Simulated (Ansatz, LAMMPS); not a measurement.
# An extra electron or hole in glassy 57SiO2-27Al2O3-16BaO (mol %) (149 atoms), part 3 of 3

Does an extra electron or hole in glassy 57SiO2-27Al2O3-16BaO (mol %) (149 atoms) stay spread out, or do the atoms trap it?

Ansatz 0.2.0; Kohn-Sham DFT, PBE, PAW (set soft_1), plane waves.

The cell: 25 Si, 24 Al, 7 Ba and 93 O. The quench rate of 25 K/ps is orders of magnitude faster than experiment. The starting topology of bonds comes from the classical model. Sampling is at Γ alone, for a cell whose shortest periodic width is 13 Å. No spin–orbit coupling is included.

So far. Step 6 (An extra electron, atoms relaxed): The relaxation converged after 4 steps, 0.0103 eV below its start, with a largest force component of 0.030 eV/Å. Step 6 (An extra electron, atoms relaxed): An extra electron, atoms relaxed: the energy stands 7.24 eV above that of the reference. An odd electron should give 1 μB; this run ended with the carrier shared between both spins.

## Step 7: An extra electron, levels at the relaxed geometry

A single point at the new geometry gives levels and spin density.

File input.yaml:

```yaml
crystal:
  lattice:
    - [12.9793, 0.0, 0.0]
    - [0.0, 12.9793, 0.0]
    - [0.0, 0.0, 12.9793]
  atoms:
    - { symbol: Si, position: [0.66543, 0.40839, 0.76749] }
    - { symbol: Si, position: [0.92033, 0.84579, 0.48484] }
    - { symbol: Si, position: [0.91057, 0.62031, 0.15032] }
    - { symbol: Si, position: [0.85657, 0.48516, 0.32185] }
    - { symbol: Si, position: [0.17986, 0.5149, 0.55229] }
    - { symbol: Si, position: [0.41602, 0.55735, 0.88918] }
    [... 137 atom lines left out ...]
    - { symbol: O, position: [0.4793, 0.74923, 0.29126] }
    - { symbol: O, position: [0.97474, 0.88444, 0.58994] }
    - { symbol: O, position: [0.2943, 0.8092, 0.31187] }
    - { symbol: O, position: [0.08796, 0.59377, 0.52281] }
    - { symbol: O, position: [0.67048, 0.74774, 0.36763] }
    - { symbol: O, position: [0.97206, 0.52805, 0.37008] }
total_charge: -1
kpoints:
  mp_grid: { grid: [1, 1, 1] }
hamiltonian:
  xc: pbe
  pseudopotentials: { kind: paw, azcp: { folder: soft_1 } }
scf:
  occupations: { method: fermi_dirac, width: 0.01 }
  lower_state_search: "off"
output:
  forces: true
  stress: true
  populations: true
  dos:
    method: { smearing: { sigma: 0.08 } }
    de: 0.1
    projected: { site_lists: { Al: [Al], Ba: [Ba], O: [O], Si: [Si] } }
  eigenvalues: true
  write_density: true
  write_potential: true
  volumetric_format: npy
magnetization:
  spin_polarized: true
  initial_magnetization: 1
```

The run is started by

```sh
$ ansatz run input.yaml --threads 8 --pin off --max-ram 15872MiB --backend cpu --events-out ev --progress --plain --runs-dir out
```

Numbers of over 12 decimals in the logs are rounded to 6 here.

The program printed:

```text
[...]
Crystal: 149 atoms, lattice volume = 2186.522 Å³
Basis set: ecut = 420 eV, 42931 PW (Γ), exchange–correlation on 180×180×180 points (8 copies of the dense FFT grid, shifted against one another)
Bands: 550, of which v1, the nominal top of the filled ones, is band 401 counted from 1 (400 counted from 0)
Symmetry: 1 space group operations
[...]
k-points: 1
[...]
Starting moments: Σ|m| = 1 μB on 149 of 149 sites
[...]
SCF iter   1: F=—  HF=-123477.149066 eV  |F-HF|=—  |Δ(HF+E_count)|=         —  Δρ=4.93e-2 (↑4.89e-2 ↓4.93e-2)  dr2=2.64e2  dr2_m=4.97e-2  M=1.000 μB ∫|m|=1.038 μB  β_m=1.00  ethr=3.10e-3  ⟨swp⟩=8.0  Hψ=5818  notcnv=0  defer=254
[...]
SCF iter   2: F=—  HF=-123424.451863 eV  |F-HF|=—  |Δ(HF+E_count)|=         —  Δρ=2.43e-2 (↑2.43e-2 ↓2.43e-2)  dr2=8.88e1  dr2_m=6.97e-3  M=1.000 μB ∫|m|=1.049 μB  β_m=0.30  ethr=3.10e-3  ⟨swp⟩=2.5  Hψ=2071  notcnv=0  defer=286
[...]
SCF iter   8: F=—  HF=-123399.047764 eV  |F-HF|=—  |Δ(HF+E_count)|=   3.02e-2  Δρ=4.42e-4 (↑4.42e-4 ↓4.27e-4)  dr2=1.04e-2  dr2_m=1.72e-3  M=0.461 μB ∫|m|=0.494 μB  β_m=0.30  ethr=3.89e-6  ⟨swp⟩=6.0  Hψ=1647  notcnv=0  defer=286
[...]
SCF iter  10: F=—  HF=-123399.067877 eV  |F-HF|=—  |Δ(HF+E_count)|=   1.33e-2  Δρ=7.52e-5 (↑7.52e-5 ↓7.25e-5)  dr2=7.82e-4  dr2_m=6.26e-5  M=0.201 μB ∫|m|=0.220 μB  β_m=0.82  ethr=8.09e-7  ⟨swp⟩=6.0  Hψ=1653  notcnv=0  defer=286
[...]
SCF iter  16: F=-123399.070404 eV  HF=-123399.070404 eV  |F-HF|=1.86e-8  |Δ(HF+E_count)|=   2.55e-7  Δρ=1.02e-6 (↑9.59e-7 ↓1.02e-6)  dr2=7.41e-8  dr2_m=3.09e-9  M=0.001 μB ∫|m|=0.001 μB  β_m=0.85  ethr=1.25e-11  ⟨swp⟩=27.0  Hψ=11892  notcnv=0
SCF iter  17: F=-123399.070404 eV  HF=-123399.070404 eV  |F-HF|=6.55e-9  |Δ(HF+E_count)|=   5.65e-8  Δρ=5.79e-7 (↑5.75e-7 ↓5.79e-7)  dr2=2.48e-8  dr2_m=4.18e-10  M=0.000 μB ∫|m|=0.000 μB  ethr=9.25e-12  ⟨swp⟩=6.0  Hψ=6383  notcnv=0
[...]
SCF 1 converged in 17 iterations: F = -123399.070404 eV  dr2 = 2.48e-8
[...]
SCF converged after 17 iterations
Magnetization: 0.0003 μB (400.5001 up, 400.4999 down)
Absolute magnetization: 0.0003 μB (∫|ρ↑−ρ↓|, with the PAW one-centre terms)
[...]
Per-site moments (μB) at R_I (Å): [(4.736438165500657e-7, 0.672982), (2.1044814228694326e-7, 0.666569), (1.7623716558620644e-7, 0.657723), (1.4405737591903198e-7, 0.661280), (4.250130225135041e-7, 0.667318), [...]
Free energy (F): -123399.070404 eV
[...]
Internal energy: -123399.056542 eV  (E = F + TS)
E sigma→0 (E₀):  -123399.063473 eV
Entropy (-TS):   -0.013863 eV (-0.093 meV/atom)
Fermi energy:    7.235235 eV
[...]
Σ components = -123399.070404   (vs F -123399.070404, Δ=0.00e0)
--- Forces (eV/Å), atoms counted from 1 ---
  atom   1  Si     0.00752092    -0.00600739    -0.01263573
  atom   2  Si     0.01383204     0.00281574    -0.01063412
  atom   3  Si     0.02269578     0.00985303     0.01787949
  atom   4  Si     0.02777718     0.00179416     0.00738668
[...]
atom 149  O     -0.01722775     0.00186112    -0.00514296
  max |Σ_I F_I| component: 9.93e-5 eV/Å
--- Stress (GPa, compression-positive) ---
        0.601444      -0.079218       0.016260
       -0.079216      -0.932032      -0.504252
        0.016258      -0.504253       0.889587
  P = ⅓ Tr σ = 0.1863 GPa (1.863 kbar)
--- Band table (eV) ---
[...]
--- Löwdin populations: 149 sites ---
  site symbol       q [e]    m [muB]
     0     Si      2.3147     0.0000
     1     Si      2.4260     0.0000
     2     Si      2.3083     0.0000
[...]
148      O      6.8056     0.0000
  spilling = 0.011804 (of n_electrons = 801.000000)
```

Wall time 66 s (8 threads of AMD EPYC 7B13 (Zen 3), shared host); peak memory 5.9 GiB.

An extra electron, levels at the relaxed geometry: the energy stands 7.24 eV above that of the reference. An odd electron should give 1 μB; this run ended with the carrier shared between both spins.

The levels nearest the highest filled one (over half full), pooled over k-points and spins:

| level less the highest filled one (eV) | occupation |
| --- | --- |
| -3.88 | 1 |
| -3.88 | 1 |
| 0 | 0.5 |
| 0 | 0.5 |
| 1.06 | 0 |
| 1.06 | 0 |
| 1.18 | 0 |
| 1.18 | 0 |

## Step 8: Neutral at the geometry of the electron

The neutral cell at the new geometry gives the energy of that geometry without the charge.

input.yaml, the sections that differ from step 7:

```yaml
crystal:
  lattice:
    - [12.9793, 0.0, 0.0]
    - [0.0, 12.9793, 0.0]
    - [0.0, 0.0, 12.9793]
  atoms:
    [... the 149 atom lines of step 7 ...]
scf:
  occupations: { method: fermi_dirac, width: 0.05 }
output:
  forces: true
  stress: true
  populations: true
  dos:
    method: { smearing: { sigma: 0.08 } }
    de: 0.1
    projected: { site_lists: { Al: [Al], Ba: [Ba], O: [O], Si: [Si] } }
  eigenvalues: true
# kpoints, hamiltonian: as in step 7
# total_charge: removed
# magnetization: removed
```

The program printed:

```text
[...]
Crystal: 149 atoms, lattice volume = 2186.522 Å³
Basis set: ecut = 420 eV, 42931 PW (Γ), exchange–correlation on 180×180×180 points (8 copies of the dense FFT grid, shifted against one another)
Bands: 549, of which v1, the nominal top of the filled ones, is band 400 counted from 1 (399 counted from 0)
Symmetry: 1 space group operations
[...]
k-points: 1
[...]
SCF iter   1: F=—  HF=-123485.015627 eV  |F-HF|=—  |Δ(HF+E_count)|=         —  Δρ=1.01e-1  dr2=2.65e2  ethr=3.10e-3  ⟨swp⟩=8.0  Hψ=2912  notcnv=0  defer=126
[...]
SCF iter  12: F=—  HF=-123406.298115 eV  |F-HF|=—  |Δ(HF+E_count)|=   2.04e-6  Δρ=8.06e-6  dr2=1.30e-6  ethr=5.95e-10  ⟨swp⟩=2.0  Hψ=801  notcnv=0  defer=140
SCF iter  13: F=-123406.298114 eV  HF=-123406.298114 eV  |F-HF|=2.88e-8  |Δ(HF+E_count)|=   5.43e-7  Δρ=1.51e-6  dr2=6.80e-8  ethr=1.25e-11  ⟨swp⟩=20.0  Hψ=4746  notcnv=0
SCF 1 converged in 13 iterations: F = -123406.298114 eV  dr2 = 6.80e-8
[...]
SCF converged after 13 iterations
Free energy (F): -123406.298114 eV
[...]
Internal energy: -123406.298114 eV  (E = F + TS)
E sigma→0 (E₀):  -123406.298114 eV
Fermi energy:    5.341207 eV
[...]
Σ components = -123406.298114   (vs F -123406.298114, Δ=0.00e0)
--- Forces (eV/Å), atoms counted from 1 ---
  atom   1  Si    -0.02879278    -0.00623739     0.02542121
  atom   2  Si    -0.09878903    -0.05082638    -0.02191963
  atom   3  Si    -0.03518712    -0.01769576    -0.02527748
  atom   4  Si    -0.03810274     0.02075843    -0.03312730
[...]
atom 149  O      0.04086415    -0.00051235     0.03024147
  max |Σ_I F_I| component: 1.00e-4 eV/Å
--- Stress (GPa, compression-positive) ---
        0.497125      -0.080895       0.031184
       -0.080892      -1.032572      -0.516263
        0.031181      -0.516265       0.776712
  P = ⅓ Tr σ = 0.0804 GPa (0.804 kbar)
--- Band table (eV) ---
[...]
--- Löwdin populations: 149 sites ---
  site symbol       q [e]
     0     Si      2.3070
     1     Si      2.4227
     2     Si      2.3019
[...]
148      O      6.8040
  spilling = 0.011759 (of n_electrons = 800.000000)
```

Wall time 31 s (8 threads); peak memory 3.4 GiB; 3.8 min of CPU time.

Neutral at the geometry of the electron: the energy stands 0.00857 eV above that of the reference.

## Step 9: An extra hole, atoms held

The electron count changes by one with the atoms held: a vertical process, on a uniform background, with spin and a narrow Fermi–Dirac smearing. Its energy against the neutral cell hangs on the program's zero of potential.

input.yaml, as its differences from that of step 8:

```diff
@@ -6,3 +6,4 @@
   atoms:
-    [... the 149 atom lines of step 7 ...]
+    [... the 149 atom lines of step 4 ...]
+total_charge: 1
 kpoints:
@@ -13,3 +14,4 @@
 scf:
-  occupations: { method: fermi_dirac, width: 0.05 }
+  occupations: { method: fermi_dirac, width: 0.01 }
+  lower_state_search: "off"
 output:
@@ -23 +25,7 @@
   eigenvalues: true
+  write_density: true
+  write_potential: true
+  volumetric_format: npy
+magnetization:
+  spin_polarized: true
+  initial_magnetization: 1
```

The program printed:

```text
[...]
Crystal: 149 atoms, lattice volume = 2186.522 Å³
Basis set: ecut = 420 eV, 42931 PW (Γ), exchange–correlation on 180×180×180 points (8 copies of the dense FFT grid, shifted against one another)
Bands: 549, of which v1, the nominal top of the filled ones, is band 400 counted from 1 (399 counted from 0)
Symmetry: 1 space group operations
[...]
k-points: 1
[...]
Starting moments: Σ|m| = 1 μB on 149 of 149 sites
[...]
SCF iter   1: F=—  HF=-123491.789083 eV  |F-HF|=—  |Δ(HF+E_count)|=         —  Δρ=5.19e-2 (↑5.14e-2 ↓5.19e-2)  dr2=2.80e2  dr2_m=4.72e-1  M=1.000 μB ∫|m|=1.051 μB  β_m=1.00  ethr=3.10e-3  ⟨swp⟩=8.0  Hψ=5806  notcnv=0  defer=252
[...]
SCF iter   4: F=—  HF=-123416.782020 eV  |F-HF|=—  |Δ(HF+E_count)|=    8.44e0  Δρ=1.24e-2 (↑1.03e-2 ↓1.24e-2)  dr2=2.70e1  dr2_m=3.07e-1  M=0.886 μB ∫|m|=1.004 μB  β_m=0.30  ethr=3.10e-3  ⟨swp⟩=2.0  Hψ=1878  notcnv=0  defer=288
[...]
SCF iter  12: F=—  HF=-123409.600875 eV  |F-HF|=—  |Δ(HF+E_count)|=   8.61e-2  Δρ=5.29e-3 (↑3.22e-3 ↓5.29e-3)  dr2=2.79e0  dr2_m=5.06e-2  M=0.377 μB ∫|m|=0.534 μB  β_m=0.30  ethr=2.67e-4  ⟨swp⟩=3.5  Hψ=1069  notcnv=0  defer=280
[...]
SCF iter  14: F=—  HF=-123409.605247 eV  |F-HF|=—  |Δ(HF+E_count)|=   3.92e-2  Δρ=2.32e-3 (↑1.57e-3 ↓2.32e-3)  dr2=1.06e0  dr2_m=1.86e-2  M=0.981 μB ∫|m|=1.061 μB  β_m=0.20  ethr=1.78e-4  ⟨swp⟩=2.0  Hψ=850  notcnv=0  defer=280
[...]
SCF iter  61: F=-123409.474563 eV  HF=-123409.474563 eV  |F-HF|=2.53e-8  |Δ(HF+E_count)|=   4.54e-9  Δρ=4.12e-7 (↑2.02e-7 ↓4.12e-7)  dr2=2.95e-8  dr2_m=9.25e-10  M=0.999 μB ∫|m|=1.098 μB  β_m=0.33  ethr=1.25e-11  ⟨swp⟩=5.5  Hψ=5064  notcnv=0
SCF iter  62: F=-123409.474563 eV  HF=-123409.474563 eV  |F-HF|=7.04e-9  |Δ(HF+E_count)|=   1.05e-9  Δρ=2.92e-7 (↑1.47e-7 ↓2.92e-7)  dr2=9.29e-9  dr2_m=5.48e-10  M=0.999 μB ∫|m|=1.098 μB  ethr=3.69e-12  ⟨swp⟩=5.0  Hψ=4837  notcnv=0
SCF 1 converged in 62 iterations: F = -123409.474563 eV  dr2 = 9.29e-9
[...]
SCF converged after 62 iterations
Magnetization: 0.9988 μB (399.9994 up, 399.0006 down)
Absolute magnetization: 1.0983 μB (∫|ρ↑−ρ↓|, with the PAW one-centre terms)
[...]
Per-site moments (μB) at R_I (Å): [(-4.394258714585388e-5, 0.672569), (-0.000144815, 0.666538), (-1.5246421799706601e-6, 0.657805), (-1.3315611324786305e-5, 0.661013), (-6.740492097946366e-6, [...]
Free energy (F): -123409.474563 eV
[...]
Internal energy: -123409.455994 eV  (E = F + TS)
E sigma→0 (E₀):  -123409.465279 eV
Entropy (-TS):   -0.018568 eV (-0.125 meV/atom)
Fermi energy:    3.060932 eV
[...]
Σ components = -123409.474563   (vs F -123409.474563, Δ=0.00e0)
--- Forces (eV/Å), atoms counted from 1 ---
  atom   1  Si    -0.09777244     0.21913400    -0.08174254
  atom   2  Si     0.01940180    -0.11702266    -0.17998910
  atom   3  Si     0.06318086    -0.06094181     0.01714183
  atom   4  Si     0.13251714     0.01040838    -0.02866712
[...]
atom 149  O     -0.02296378     0.00626348    -0.00818672
  max |Σ_I F_I| component: 9.25e-5 eV/Å
--- Stress (GPa, compression-positive) ---
        0.865219      -0.083512       0.000420
       -0.083510      -0.728816      -0.450049
        0.000417      -0.450050       1.178521
  P = ⅓ Tr σ = 0.4383 GPa (4.383 kbar)
--- Band table (eV) ---
[...]
--- Löwdin populations: 149 sites ---
  site symbol       q [e]    m [muB]
     0     Si      2.3049    -0.0005
     1     Si      2.4171    -0.0014
     2     Si      2.2991    -0.0001
[...]
148      O      6.8028     0.0001
  spilling = 0.011665 (of n_electrons = 799.000000)
```

Elapsed: 2 min, on 8 threads; peak memory 5.9 GiB.

An extra hole, atoms held: the energy stands 3.17 eV below that of the reference, with a moment of 1.00 μB.

The levels nearest the highest filled one (over half full), pooled over k-points and spins:

| level less the highest filled one (eV) | occupation |
| --- | --- |
| -0.0369 | 0.99 |
| -0.022 | 0.957 |
| -0.0128 | 0.899 |
| 0 | 0.711 |
| 0.0112 | 0.444 |
| 4.23 | 0 |
| 4.24 | 0 |
| 5.29 | 0 |

Spin density in the ac plane at fractional y = 0.246, with atoms of Si and Al and Ba and O within 0.2 Å of it.

Values in units of 1e-2 e/Å³, 13 rows by 16 columns, each cell a mean:
```
0.0 0.1 0.0 0.0 0.1 0.0 0.0 0.0 0.0 0.0 0.0 0.0 0.0 0.0 0.0 0.0
0.0 0.0 0.0 0.0 0.1 0.0 0.0 0.0 0.0 0.0 0.0 0.0 0.0 0.0 0.0 0.0
0.0 0.0 0.0 0.0 0.0 0.0 0.0 0.0 0.0 0.0 0.0 0.3 6.7 2.2 0.0 0.0
0.0 0.0 0.0 0.0 0.0 0.0 0.0 0.0 0.0 0.0 0.0 0.1 0.7 0.3 0.0 0.0
0.0 0.0 0.0 0.0 0.0 0.0 0.1 0.0 0.0 0.0 0.0 0.0 0.0 0.0 0.0 0.0
0.0 0.0 0.0 0.0 0.0 0.0 0.0 0.0 0.0 0.0 0.0 0.0 0.0 0.0 0.0 0.0
0.0 0.0 0.0 0.0 0.1 1.3 0.1 0.0 0.0 0.0 0.0 0.0 0.0 0.0 0.0 0.0
0.0 0.0 0.0 0.0 0.3 2.1 0.1 0.0 0.0 0.0 0.2 0.1 0.0 0.0 0.0 0.0
0.0 0.0 0.0 0.1 0.0 0.0 0.0 0.0 0.0 0.0 0.0 0.0 0.0 0.0 0.0 0.0
0.0 0.0 0.1 0.0 0.0 0.0 0.0 0.0 0.0 0.0 0.0 0.0 0.0 0.0 0.0 0.0
0.0 0.0 0.0 0.0 0.0 0.0 0.0 0.0 0.0 0.0 0.0 0.1 0.9 0.0 0.0 0.0
0.0 0.0 0.0 0.0 0.0 0.0 0.0 0.0 0.0 0.0 0.0 0.0 0.0 0.0 0.0 0.0
0.0 0.0 0.0 0.0 0.0 0.0 0.0 0.0 0.0 0.0 0.4 0.6 0.0 0.0 0.0 0.0
```
Columns run along a (13.0 Å), rows up along c (13.0 Å). Atoms in or near the plane, at fractional coordinates: Si at (0.97, 0.01), Si at (0.04, 0.62), Al at (0.46, 0.40), Ba at (0.44, 0.00), O at (0.12, 0.72), O at (0.10, 0.51), O at (0.26, 0.90), O at (0.69, 0.40).

## Step 10: An extra hole, atoms relaxed

The atoms now respond to the charge; the energy gained comes from screening by the atoms, from trapping if the charge localises, and from any strain left in the reference.

Input and log are left out; they have the form of those shown for this kind of step.

Elapsed: 8.1 min, on 8 threads of AMD EPYC 7B13 (Zen 3), shared host; peak memory 5.7 GiB.

The relaxation converged after 11 steps, 0.114 eV below its start, with a largest force component of 0.017 eV/Å.

An extra hole, atoms relaxed: the energy stands 3.28 eV below that of the reference, with a moment of 1.00 μB.

## Step 11: An extra hole, levels at the relaxed geometry

A single point at the new geometry gives levels and spin density.

Input and log are left out; they have the form of those shown for this kind of step.

Wall time 97 s (8 threads of AMD EPYC 7B13 (Zen 3), shared host); peak memory 5.9 GiB.

An extra hole, levels at the relaxed geometry: the energy stands 3.28 eV below that of the reference, with a moment of 1.00 μB.

The surroundings of O141, which holds the most spin, nearest first, numbered as they follow in the input and with coordinates relative to it.

| atom | x | y | z | distance (Å) | Löwdin charge (e) | moment (μB) |
| --- | --- | --- | --- | --- | --- | --- |
| O141 | 0.00 | 0.00 | 0.00 | 0.00 | -0.80 | 0.15 |
| Al27 | -0.39 | 0.76 | 1.51 | 1.73 | 1.36 | 0.00 |
| Al28 | 0.40 | -0.72 | -1.54 | 1.74 | 1.30 | 0.00 |
| O138 | 0.27 | -2.43 | -1.08 | 2.67 | -0.96 | 0.04 |
| O77 | 1.11 | 1.38 | 2.11 | 2.75 | -0.80 | 0.00 |
| O76 | -0.04 | 2.63 | -0.97 | 2.80 | -0.73 | 0.01 |
| O142 | -0.82 | -0.29 | -2.71 | 2.85 | -0.81 | 0.00 |
| O58 | -1.55 | 2.17 | 1.17 | 2.92 | -0.78 | 0.00 |
| Al42 | 0.15 | -2.93 | 0.62 | 3.00 | 1.20 | 0.00 |
| O67 | -1.34 | -0.02 | 2.75 | 3.06 | -0.83 | 0.01 |
| Si1 | -1.62 | 2.58 | -0.45 | 3.08 | 1.70 | 0.00 |
| O134 | 2.11 | -0.72 | -2.16 | 3.10 | -0.87 | 0.00 |
| O62 | -1.44 | -2.58 | 1.22 | 3.19 | -0.81 | 0.00 |
| O64 | -2.60 | 1.46 | -1.13 | 3.19 | -0.74 | 0.00 |

The distance from O141 to O138 changes most, from 2.76 Å in the neutral cell to 2.67 Å.

The levels nearest the highest filled one (over half full), pooled over k-points and spins:

| level less the highest filled one (eV) | occupation |
| --- | --- |
| -0.0821 | 1 |
| -0.0566 | 0.999 |
| -0.015 | 0.938 |
| 0 | 0.771 |
| 0.0209 | 0.293 |
| 4.10 | 0 |
| 4.10 | 0 |
| 5.16 | 0 |

Spin density in the ab plane at fractional z = 0.249, with atoms of Si and Al and Ba and O within 0.2 Å of it.

Ten even steps from '0' (-0.02 × 1e-2 e/Å³) to '9' (1.86 × 1e-2 e/Å³), each cell a mean:
```
0000000000000000110000000000100000000
0000000000000000000000000003720000000
0000000000000000000000000002950000000
0000000000000000000000000002531000000
0000000000000000000000000000000000000
0000000000000000241000000000000000000
0000000000000000231000000000000000000
0000000000000000000000000000000000000
0000000000000000000000000000000000000
0000000000000000000000000000000000000
0000000000000000000000000000000000000
0000000000000000000000000000000000000
0000000000000000000000000000000000000
0000000000000000000000000210000000000
0000000000000000000000002510000000000
0000000000000000000000000000000000000
0000000000000000000000000000000000000
0000000000000000000000000000000000000
0000000000000000000000000000000000000
0000000000000000000000000000110000000
0000000000000000000000000000000000000
0000000000000000000000000000000000000
0000000000000000000000000000000000000
0000000000000000000000000000000000000
```
Columns run along a (13.0 Å), rows up along b (13.0 Å). Atoms in or near the plane, at fractional coordinates: Si at (0.56, 0.43), Al at (0.97, 0.84), Al at (0.21, 0.73), Ba at (0.99, 0.22), O at (0.11, 0.82), O at (0.10, 0.42), O at (0.55, 0.56), O at (0.68, 0.41), O at (0.20, 0.03).

## Step 12: Neutral at the geometry of the hole

The neutral cell at the new geometry gives the energy of that geometry without the charge.

Input and log are left out; they have the form of those shown for this kind of step.

Wall time 30 s (8 threads of AMD EPYC 7B13 (Zen 3), shared host); peak memory 3.4 GiB.

Neutral at the geometry of the hole: the energy stands 0.188 eV above that of the reference.

## Step 13: Energies and spread of the extra charge

Energies are differences within one cell and functional; the shift is the gain plus the neutral cell's energy at the new geometry, that is how much cheaper the vertical process becomes there. The spread is the participation number of the site moments (1/Σw², over the spin inside atomic spheres), with the atom that holds the largest share and the spin that the spheres hold in all.

| carrier | charged less neutral, atoms held (eV) | gain on relaxing (eV) | neutral cell at that geometry, less the reference (eV) | shift of the vertical energy (eV) | spread, atoms held | spread, relaxed |
| --- | --- | --- | --- | --- | --- | --- |
| electron | 7.247 | 0.010 | 0.009 | 0.019 | - | - |
| hole | -3.168 | 0.114 | 0.188 | 0.302 | 22; O141 11 % of 0.78 μB | 10; O141 19 % of 0.79 μB |

## Step 14: What came out

The extra electron gains 0.010 eV as the atoms relax: so small a gain shows no trapping at this level. The cell with the electron keeps a moment of only 0.00 μB where one unpaired electron should give 1 μB: the carrier is shared between both spins, which can hide trapping. The extra hole gains 0.11 eV as the atoms relax, and its spin goes from about 22 to 10 atoms: a partial localisation as the atoms move, with the largest share on O141. The O141–O138 distance goes from 2.76 to 2.67 Å. The hole is shared among 3 partly filled levels, as near-degenerate levels under the smearing give, and as self-interaction favours. Adding the two vertical energies gives 4.08 eV, against a gap of 3.89 eV in the neutral cell. The zero of the potential cancels in this sum; the excess isn't taken apart here: charging of a small cell, filling of bands on a coarse mesh and the attraction to the background can all enter.

**Limits.** Single energies of charged cells hang on the program's zero of potential. In the spin-polarised runs the search for a state of lower energy was switched off. No distortion was seeded, so a trapped state behind a barrier can't be found. Local and semilocal functionals favour spread-out charges, so trapping can be missed. Charged cells carry a uniform background, with no correction for images.

The DFT runs together took 23 min of wall time.

[Logs are printed without paths, hosts, clocks, repeated set-up lines and the standing remarks that a program may print on its own settings, such as how far it seeks lower states.]

[Hosts, paths, dates, database ids (printed as entryN), source tags and the programs' standing remarks are cut or masked in the printed files.]
